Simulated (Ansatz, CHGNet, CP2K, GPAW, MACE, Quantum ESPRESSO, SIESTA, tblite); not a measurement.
# GPAW runs on random packing of 41In2S3-59GeS2 (mol %) (84 atoms)

Aim: run random packing of 41In2S3-59GeS2 (mol %) (84 atoms) in GPAW and see how near its forces come to a plane-wave reference, and at what cost.

Method: the method is named at each step, in GPAW 26.7.0.

## (1) Starting point

The cell holds 84 atoms: 18 In, 53 S and 13 Ge. Cell: a = 12.555 Å, b = 12.555 Å, c = 12.555 Å, α = 90.0°, β = 90.0°, γ = 90.0°. 84 atoms (18 In, 53 S, 13 Ge) packed at random in a cube at 3.95 g/cm³ and pushed apart as soft spheres, cations and anions kept from their own kind; a start for melting by ab initio MD, not an equilibrated structure. Then every atom was moved at random, 0.03 Å r.m.s. a Cartesian component.

The yardstick, on the same geometry:

* method: Kohn-Sham DFT, PBE, PAW, plane waves (Ansatz 0.2.0); cutoff 420 eV, Γ point, fermi-dirac smearing of 0.05 eV; PAW set soft_2
* r.m.s. force component: 0.7412 eV/Å
* longest force: 2.869 eV/Å
* pressure: 2.446 GPa
* SCF cycles: 11
* time: 16 s on 8 threads of Arm Neoverse V2, shared host
* CPU time: 2 min

## (2) PBE, LCAO dzp, h 0.2 Å

Method: Kohn-Sham DFT, PBE, PAW, atomic orbitals (dzp).

Contents of run.py:

```python
import numpy as np
from ase.io import read
from gpaw import GPAW, FermiDirac

atoms = read("structure.xyz")
atoms.calc = GPAW(
    mode="lcao",
    basis="dzp",
    h=0.2,
    xc="PBE",
    kpts={"size": (1, 1, 1), "gamma": True},
    occupations=FermiDirac(0.05),
    maxiter=200,
    symmetry={"point_group": False},
    txt="gpaw.txt",
)
energy = atoms.get_potential_energy(force_consistent=True)
forces = atoms.get_forces()
print(f"energy {energy:.6f} eV")
print("forces (eV/A)")
for i, (a, f) in enumerate(zip(atoms, forces)):
    print(f"{i:4d} {a.symbol:2s} {f[0]:10.5f} {f[1]:10.5f} {f[2]:10.5f}")
print(f"Fermi level {atoms.calc.get_fermi_level():.4f} eV")
for k in range(len(atoms.calc.get_ibz_k_points())):
    for s in range(atoms.calc.get_number_of_spins()):
        e = atoms.calc.get_eigenvalues(kpt=k, spin=s)
        n = np.searchsorted(e, atoms.calc.get_fermi_level())
        print(f"k {k} spin {s} levels about the Fermi level:", np.round(e[max(n - 6, 0):n], 4).tolist(), "|", np.round(e[n:n + 6], 4).tolist())
```

Contents of structure.xyz:

```xyz
84
Lattice="12.55510 0.00000 0.00000 0.00000 12.55510 0.00000 0.00000 0.00000 12.55510" Properties=species:S:1:pos:R:3 pbc="T T T"
In 1.33574 7.44543 11.39049
In 0.11036 4.07200 6.57473
In 6.65420 6.14321 10.70347
In 6.11710 11.85026 5.63448
In 8.21669 4.52260 2.81071
In 0.31488 5.66499 2.70927
In 8.37990 1.97780 4.74332
In 2.63971 10.75859 8.36647
In 7.36319 10.26040 2.32520
In 8.58857 7.76207 4.06396
In 4.75537 1.12381 11.40982
In 10.51100 6.38502 7.27907
In 7.53921 7.47882 7.24705
In 1.02512 2.54479 3.65404
In 4.00370 3.68467 3.32534
In 9.85902 9.16422 9.07332
In 10.96713 2.33889 1.27397
In 12.09847 1.02086 6.05784
S 10.35997 4.30088 12.20481
S 2.15609 4.21462 5.30302
S 3.51430 1.90122 9.47094
S 11.47762 6.70731 4.65254
S 12.08340 9.58820 8.34312
S 8.04807 10.76889 8.62987
S 8.38932 9.40025 11.44724
S 11.39652 3.54744 3.36816
S 4.29259 4.98048 8.92404
S 0.82776 3.52484 9.00000
S 1.28665 1.32218 0.15091
S 8.91826 2.25992 7.10204
S 10.87259 0.62173 11.53362
S 4.42279 11.40355 9.94515
S 10.12506 9.57364 4.69774
S 4.75801 7.93821 3.82918
S 4.56277 7.55101 7.01039
S 5.02317 2.82289 0.59900
S 8.56208 2.07423 2.35182
S 9.39147 11.45502 1.24019
S 2.25163 0.53874 3.80043
S 11.61761 12.34330 3.93364
S 12.43018 10.64572 1.43668
S 7.35189 5.12462 7.80827
S 6.43148 0.99462 8.65147
S 8.10256 2.35107 11.02614
S 12.33664 6.64717 0.57578
S 0.29994 6.44089 7.68887
S 4.75600 2.68240 6.44667
S 2.01710 8.32466 2.06092
S 5.32838 11.05238 3.45604
S 5.75111 8.44933 9.89342
S 6.84793 8.10356 1.43643
S 10.61509 7.35402 10.44258
S 3.95825 12.34719 0.84747
S 3.78524 10.59311 6.25683
S 2.40807 4.90616 11.43506
S 9.58808 6.36104 2.09946
[... 24 atom lines left out ...]
Ge 0.32744 8.42535 6.67278
Ge 0.95306 0.60917 9.33158
Ge 11.39865 2.64097 9.57038
Ge 10.63630 9.91916 11.98372
```

The run is started by

```
OMP_NUM_THREADS=1 python run.py > output.txt
```

The log of the run:

```text
energy -276.668901 eV
forces (eV/A)
   0 In    0.60842   -0.78176    0.10608
   1 In   -0.94826   -0.70671    0.20746
   2 In   -0.36918   -0.17099   -1.63606
   3 In   -1.53495    0.67656    1.73499
   4 In    0.81717   -0.18994   -1.73160
   5 In   -0.00233    0.53829    1.34138
   6 In   -0.22033    0.52589    1.61932
   7 In    0.87815   -1.54169    0.84285
   8 In    0.85364    0.91731   -0.31352
   9 In    0.18701   -0.36530   -0.50490
  10 In   -0.42741   -0.12929   -1.27747
  11 In   -2.17312   -0.17185   -0.03407
  12 In   -0.07043    0.30517    0.63663
  13 In   -0.11361   -1.33745    0.74526
  14 In    1.11540   -1.22472    1.22648
  15 In   -1.43102   -1.03143   -0.15925
  16 In   -0.29186   -1.00525   -1.66369
  17 In   -0.95780    1.20415   -0.75210
  18 S     0.49469   -1.16009   -0.07738
  19 S     1.47966    0.01445   -0.52757
  20 S    -0.39698    0.13395   -0.78803
  21 S     0.21948    0.50339   -0.25610
  22 S     0.86801    1.59171    0.09102
  23 S    -0.33418   -0.84748   -2.95691
[...]
76 Ge   -0.74108    1.10184    1.40483
  77 Ge   -1.39429   -0.52590    0.51331
  78 Ge   -0.46612    0.80621   -0.42422
  79 Ge    1.23132    0.52045   -0.23450
  80 Ge    0.54913   -0.79268   -2.15804
  81 Ge    0.72587    0.80927    0.76440
  82 Ge   -0.94872   -0.49532    0.51024
  83 Ge    0.00987    0.75947    1.37027
Fermi level 4.5009 eV
k 0 spin 0 levels about the Fermi level: [4.3275, 4.3583, 4.3931, 4.4345, 4.4613, 4.4919] | [4.5323, 4.5407, 4.5548, 4.596, 4.6275, 4.6507]
```

gpaw.txt:

```text
Input parameters:
  mode=LCAO(),
  basis={'default': 'dzp'},
  h=0.2,
  kpts=MonkhorstPack(size=(1, 1, 1), gamma=True),
  maxiter=200,
  occupations=Occupations(name='fermi-dirac', width=0.05, fixmagmom=False),
  symmetry=Symmetry(point_group=False),
  xc=XC(name='PBE')
Unit cell  # Å
| periodic |         x |         y |         z |   lengths |    angles |
|----------|-----------|-----------|-----------|-----------|-----------|
|      yes | 12.555100 |  0.000000 |  0.000000 | 12.555100 | 90.000000 |
|      yes |  0.000000 | 12.555100 |  0.000000 | 12.555100 | 90.000000 |
|      yes |  0.000000 |  0.000000 | 12.555100 | 12.555100 | 90.000000 |
Number of symmetries: 1
Symmetry operations  # r_c * U_cc + t_c -> r_c
|   | kind |            matrix            |
|---|------|------------------------------|
| 0 |  E   |  1, 0, 0,  0, 1, 0,  0, 0, 1 |
BZ-sampling:
  Number of BZ points: 1
  Number of IBZ points: 1
  Monkhorst-Pack size: [1, 1, 1]
  Monkhorst-Pack shift: [0, 0, 0]
[... lines left out ...]
  Fermi-Dirac:
[... lines left out ...]
    Stencil: 6*3+1=19 point O(h^6) finite-difference Laplacian
xc functional:
  name: PBE with 2 nearest neighbor stencil
interpolation: tri-quintic # 5. degree polynomial
Initialization done in: 10.112 s
convergence criteria:
- Maximum [total energy] change in last 3 cyles: 0.0005 eV / valence electron
- Maximum integral of absolute [dens]ity change: 0.0001 electrons / valence electron
- Maximum integral of absolute [eigenst]ate change: 4e-08 eV^2 / valence electron
maximum number of iterations: 200
SCF iterations
|iter     |      energy | eigst |  dens |
|---------|-------------|-------|-------|
|iter:   1| -290.396688 |      c|       |
|iter:   2| -284.780552 |      c| -1.14 |
|iter:   3| -285.641004 |      c| -1.21 |
|iter:   4| -283.753864 |      c| -1.23 |
[...]
|iter:  10| -276.730910 |      c| -1.85 |
|iter:  11| -276.487448 |      c| -1.99 |
|iter:  12| -276.455949c|      c| -2.22 |
|iter:  13| -276.410318c|      c| -2.33 |
|iter:  14| -276.464063c|      c| -2.56 |
[...]
|iter:  23| -276.387070c|      c| -3.80 |
|iter:  24| -276.387024c|      c| -3.85 |
|iter:  25| -276.386992c|      c| -4.05c|
Converged in 25 steps
SCF loop duration: 258.279 s (10.331 s/step)
Energy contributions relative to reference atoms: (reference = -4197280.700535)
Energy contributions:
  Kinetic:         703.400749
  Coulomb:        -634.306060
  Zero:              3.435197
  External:          0.000000
  Xc:             -348.634969
  Entropy:          -0.563818
  Spinorbit:         0.000000
  ----------------------------
  Free energy:    -276.668901
  Extrapolated:   -276.386992
dipole moment: (-51.801095, 65.877775, 67.230824)  # |e|*Ang
Fermi level: 4.501
Eigenvalues  # (at kpt = [0.000, 0.000, 0.000])
| band index |      eig [eV] | occ [0-2] |
|------------|---------------|-----------|
|          0 |       -11.158 |     2.000 |
|        ... |               |           |
|        294 |         4.246 |     1.988 |
|        295 |         4.313 |     1.954 |
[...]
|        309 |         4.724 |     0.023 |
|        ... |               |           |
|        366 |         8.819 |     0.000 |
Gap: 0.040 eV
Transition (v -> c):
  (s=0, k=0, n=301, [0.00, 0.00, 0.00]) -> (s=0, k=0, n=302, [0.00, 0.00, 0.00])
No difference between direct/indirect transitions
Force computation time: 21.629  # s
timing:  # [seconds]
  Total:  290.048  # ━━━━━━━━━━━━━━━━━━━━━━━━━━━━━━━━━━━━━━━━━━━━━━━━━━━━━━━━
  Init:    10.111  # ━━
  SCF:    258.279  # ━━━━━━━━━━━━━━━━━━━━━━━━━━━━━━━━━━━━━━━━━━━━━━━━━━
  Forces:  21.629  # ━━━━
```

Wall time 4.9 min (1 thread of Arm Neoverse V2, shared host); peak memory 1.9 GiB.

Banners, paths, timers and routine set-up lines are dropped from the logs unmarked, and long logs keep their key lines alone; longer cuts are marked.

Numbers from this run, and their distance from the reference:

* r.m.s. force component: 0.8204 eV/Å
* r.m.s. difference of force components: 146.5 meV/Å
* longest difference of force vectors: 597.6 meV/Å
* force difference over r.m.s. force: 19.77 %
* slope of forces against the reference's: 1.093
* correlation of force components: 0.9875

Length of the force difference by element (eV/Å):

```csv
element,atoms,mean,most
Ge,13,0.31,0.56
In,18,0.16,0.34
S,53,0.22,0.60
```

Local excerpt of 10 atoms (numbers count through the whole input) about Ge74, which bears the longest force; x, y, z are measured from there.

```csv
atom,x,y,z,distance (Å),Fx,Fy,Fz (eV/Å)
Ge74,0.00,0.00,0.00,0.00,0.20,3.29,0.37
S24,-1.08,-1.92,0.01,2.20,-0.33,-0.85,-2.96
S64,1.35,-0.72,-1.60,2.22,-0.21,-0.95,-0.08
S30,-0.21,2.13,-1.52,2.63,-0.03,0.09,0.58
S43,-2.70,0.87,0.03,2.84,0.17,0.57,-0.53
S31,1.74,0.49,2.91,3.43,0.09,0.60,0.21
S44,-1.03,2.22,2.40,3.43,0.30,-0.08,0.30
Ge83,2.27,2.51,0.95,3.51,-0.95,-0.50,0.51
In16,0.73,-3.52,0.45,3.62,-1.43,-1.03,-0.16
Ge78,-2.39,-2.19,1.72,3.67,-1.39,-0.53,0.51
```

Atoms are counted from 1 here, from 0 in the log.

Forces lie 20 % from the reference's, at 2.5 times its CPU time (on 1 against 8 cores).

## (3) PBE, LCAO szp(dzp), h 0.2 Å

Method: Kohn-Sham DFT, PBE, PAW, atomic orbitals (szp(dzp)).

run.py: that of step 2 with these lines changed.

```diff
@@ -7,3 +7,3 @@
     mode="lcao",
-    basis="dzp",
+    basis="szp(dzp)",
     h=0.2,
```

structure.xyz is that of step 2.

The log of the run:

```text
energy -259.861138 eV
forces (eV/A)
   0 In    0.60984   -0.75311    0.09411
   1 In   -1.01815   -0.71734    0.13517
   2 In   -0.28135   -0.18282   -1.78504
   3 In   -1.59162    0.80710    1.97970
   4 In    0.71673   -0.19215   -1.81363
   5 In    0.05960    0.61460    1.44339
   6 In   -0.27802    0.57458    1.69188
   7 In    0.90071   -1.77063    0.88011
   8 In    0.89448    0.97978   -0.35159
   9 In    0.05482   -0.44100   -0.46283
  10 In   -0.46446   -0.19829   -1.34428
  11 In   -2.34114   -0.17911   -0.06296
[...]
79 Ge    1.61131    0.69636   -0.23273
  80 Ge    0.37332   -0.45289   -2.41894
  81 Ge    0.69795    1.00089    1.12154
  82 Ge   -1.13060   -0.88262    0.69585
  83 Ge    0.13248    0.76110    1.50948
Fermi level 4.6227 eV
k 0 spin 0 levels about the Fermi level: [4.4517, 4.4827, 4.5141, 4.5569, 4.5802, 4.6158] | [4.6577, 4.6604, 4.6731, 4.7173, 4.752, 4.7715]
```

gpaw.txt:

```text
Input parameters:
  mode=LCAO(),
  basis={'default': 'szp(dzp)'},
  h=0.2,
  kpts=MonkhorstPack(size=(1, 1, 1), gamma=True),
  maxiter=200,
  occupations=Occupations(name='fermi-dirac', width=0.05, fixmagmom=False),
  symmetry=Symmetry(point_group=False),
  xc=XC(name='PBE')
[... lines left out ...]
  Fermi-Dirac:
[... lines left out ...]
convergence criteria:
- Maximum [total energy] change in last 3 cyles: 0.0005 eV / valence electron
[... lines left out ...]
Converged in 25 steps
[... lines left out ...]
  Free energy:    -259.861138
[... lines left out ...]
Fermi level: 4.623
[... lines left out ...]
|          0 |       -11.479 |     2.000 |
|        ... |               |           |
|        294 |         4.371 |     1.987 |
|        295 |         4.431 |     1.958 |
[...]
|        309 |         4.852 |     0.020 |
|        ... |               |           |
|        366 |         9.134 |     0.000 |
Gap: 0.042 eV
Transition (v -> c):
  (s=0, k=0, n=301, [0.00, 0.00, 0.00]) -> (s=0, k=0, n=302, [0.00, 0.00, 0.00])
No difference between direct/indirect transitions
Force computation time: 15.870  # s
timing:  # [seconds]
  Total:  225.280  # ━━━━━━━━━━━━━━━━━━━━━━━━━━━━━━━━━━━━━━━━━━━━━━━━━━━━━━━━
  Init:     9.218  # ━━╸
  SCF:    200.166  # ━━━━━━━━━━━━━━━━━━━━━━━━━━━━━━━━━━━━━━━━━━━━━━━━━━
  Forces:  15.870  # ━━━━
```

It took 3.8 min on 1 thread; peak memory 1.8 GiB.

Compared with the plane-wave run:

* r.m.s. force component: 0.9275 eV/Å
* r.m.s. difference of force components: 321.7 meV/Å
* longest difference of force vectors: 1442 meV/Å
* force difference over r.m.s. force: 43.41 %
* slope of forces against the reference's: 1.189
* correlation of force components: 0.95

This is a coarse setting, run to see what it loses.

Against the first run (20 %), the force difference from the reference is 43 %, at 0.78 times the CPU time, with 846 basis functions against 1272: the smaller basis costs accuracy.

## (4) RPBE, LCAO dzp, h 0.2 Å

Method: Kohn-Sham DFT, RPBE, PAW, atomic orbitals (dzp).

run.py: that of step 3 with these lines changed.

```diff
@@ -7,5 +7,5 @@
     mode="lcao",
-    basis="szp(dzp)",
+    basis="dzp",
     h=0.2,
-    xc="PBE",
+    xc="RPBE",
     kpts={"size": (1, 1, 1), "gamma": True},
```

structure.xyz is that of step 3.

The log of the run:

```text
energy -247.790167 eV
forces (eV/A)
   0 In    0.59368   -0.79057    0.10561
   1 In   -1.01244   -0.74489    0.18960
   2 In   -0.36951   -0.18389   -1.66867
   3 In   -1.58317    0.73309    1.81123
   4 In    0.84603   -0.19921   -1.76995
   5 In    0.01656    0.56886    1.38390
   6 In   -0.23040    0.55944    1.66904
   7 In    0.87144   -1.58385    0.86683
   8 In    0.87061    0.94903   -0.31504
   9 In    0.17187   -0.38820   -0.50644
  10 In   -0.42321   -0.11448   -1.31590
  11 In   -2.25238   -0.13739   -0.05144
  12 In   -0.04654    0.32170    0.65820
  13 In   -0.13718   -1.39452    0.76662
  14 In    1.11673   -1.24625    1.24924
  15 In   -1.46483   -1.04985   -0.18298
  16 In   -0.26754   -1.06539   -1.71220
  17 In   -0.98019    1.28790   -0.76177
  18 S     0.50428   -1.18668   -0.09417
  19 S     1.54156    0.05759   -0.52336
  20 S    -0.43741    0.14365   -0.83001
  21 S     0.24070    0.52190   -0.25383
  22 S     0.93164    1.61074    0.05383
  23 S    -0.36925   -0.84799   -3.00733
[...]
76 Ge   -0.75847    1.09962    1.42624
  77 Ge   -1.43349   -0.53030    0.52795
  78 Ge   -0.48013    0.85116   -0.42798
  79 Ge    1.26939    0.53761   -0.22140
  80 Ge    0.56376   -0.78183   -2.20610
  81 Ge    0.72237    0.81045    0.80015
  82 Ge   -0.96828   -0.52736    0.52126
  83 Ge    0.02706    0.76597    1.39712
Fermi level 4.6176 eV
k 0 spin 0 levels about the Fermi level: [4.4461, 4.4761, 4.5076, 4.5504, 4.5778, 4.6105] | [4.6484, 4.6557, 4.6739, 4.7107, 4.7429, 4.7676]
```

gpaw.txt:

```text
Input parameters:
  mode=LCAO(),
  basis={'default': 'dzp'},
  h=0.2,
  kpts=MonkhorstPack(size=(1, 1, 1), gamma=True),
  maxiter=200,
  occupations=Occupations(name='fermi-dirac', width=0.05, fixmagmom=False),
  symmetry=Symmetry(point_group=False),
  xc=XC(name='RPBE')
Unit cell  # Å
| periodic |         x |         y |         z |   lengths |    angles |
[... lines left out ...]
  Fermi-Dirac:
[... lines left out ...]
convergence criteria:
- Maximum [total energy] change in last 3 cyles: 0.0005 eV / valence electron
[... lines left out ...]
Converged in 26 steps
[... lines left out ...]
  Free energy:    -247.790167
  Extrapolated:   -247.508374
dipole moment: (-51.700291, 65.925532, 67.129484)  # |e|*Ang
Fermi level: 4.618
Eigenvalues  # (at kpt = [0.000, 0.000, 0.000])
| band index |      eig [eV] | occ [0-2] |
|------------|---------------|-----------|
|          0 |       -11.098 |     2.000 |
|        ... |               |           |
|        294 |         4.361 |     1.988 |
|        295 |         4.428 |     1.956 |
[...]
|        309 |         4.843 |     0.022 |
|        ... |               |           |
|        366 |         8.985 |     0.000 |
Gap: 0.038 eV
Transition (v -> c):
  (s=0, k=0, n=301, [0.00, 0.00, 0.00]) -> (s=0, k=0, n=302, [0.00, 0.00, 0.00])
No difference between direct/indirect transitions
Force computation time: 22.397  # s
timing:  # [seconds]
  Total:  305.170  # ━━━━━━━━━━━━━━━━━━━━━━━━━━━━━━━━━━━━━━━━━━━━━━━━━━━━━━━━
  Init:    10.350  # ━━
  SCF:    272.396  # ━━━━━━━━━━━━━━━━━━━━━━━━━━━━━━━━━━━━━━━━━━━━━━━━━━
  Forces:  22.397  # ━━━━
```

Wall time 5.1 min (1 thread); peak memory 1.9 GiB.

Compared with the plane-wave run:

```yaml
r_m_s_force_component: 0.8429 eV/Å
r_m_s_difference_of_force_components: 162.8 meV/Å
longest_difference_of_force_vectors: 645.6 meV/Å
force_difference_over_r_m_s_force: 21.96 %
slope_of_forces_against_the_reference_s: 1.123
correlation_of_force_components: 0.9871
```

Against the first run (20 %), the force difference from the reference is 22 %, at 1.1 times the CPU time; the model has changed, so this is no error of the program alone.

## (5) All runs compared

Differences are against the plane-wave reference, forces as r.m.s. over components; share is that over the reference's r.m.s. force, slope the least-squares factor from reference forces to these. Total energies of different programs have different zeros and aren't compared.

```csv
run,"Δ force, r.m.s. (meV/Å)",share (%),slope,cores,CPU time,memory (GiB)
reference,-,-,-,8,2 min,2.8
"GPAW PBE, LCAO dzp, h 0.2 Å",147,19.8,1.093,1,4.9 min,1.9
"GPAW PBE, LCAO szp(dzp), h 0.2 Å (coarse)",322,43.4,1.189,1,3.8 min,1.8
"GPAW RPBE, LCAO dzp, h 0.2 Å",163,22.0,1.123,1,5.1 min,1.9
```

Rows marked coarse were listed beforehand as settings not expected to be converged; some can still land near the reference.

CPU time is summed over cores on a shared host, where runs went side by side, so it is rough. Symmetry, cutoffs, thresholds, outputs and thread counts weren't matched or tuned between programs; memory under MPI is the largest rank's times the ranks.

## (6) Summary of results

| Item | Value |
| --- | --- |
| nearest in forces | GPAW PBE, LCAO dzp, h 0.2 Å, 20 % |
| its CPU time | 4.9 min |

In words: The PBE run in local orbitals, coarse settings apart, differs by 20 % (GPAW PBE, LCAO dzp, h 0.2 Å); basis, grid and potentials can all enter. Rows with another functional or a dispersion term differ by 22 % (GPAW RPBE, LCAO dzp, h 0.2 Å), which mixes the change of model with differences of basis and potentials. Runs with settings chosen to be coarse differ by 43 % (GPAW PBE, LCAO szp(dzp), h 0.2 Å), their programs' other errors included. None of the electronic-structure runs in the table takes under half the reference's CPU time of 2 min; they take 1.9 to 2.6 times as much. The potentials hold different valence shells: 734 electrons in the reference, 604 in GPAW; this bears on time and differences. GPAW's setups keep the filled d shell of Ge in the core. The reference's pressure of 2.4 GPa belongs to a cell and atoms that aren't relaxed at this level. The electronic-structure runs sample only Γ, in a cell whose shortest periodic width is 13 Å, which is coarse for a cell with partly filled levels.

[Also dropped from logs without a mark: logging warnings of Python, and SIESTA's first energy breakdown and zero terms.]

[Logs are printed without paths, hosts, clocks, repeated set-up lines and the standing remarks that a program may print on its own settings, such as how far it seeks lower states.]

[Hosts, paths, dates, database ids (printed as entryN), source tags and the programs' standing remarks are cut or masked in the printed files.]
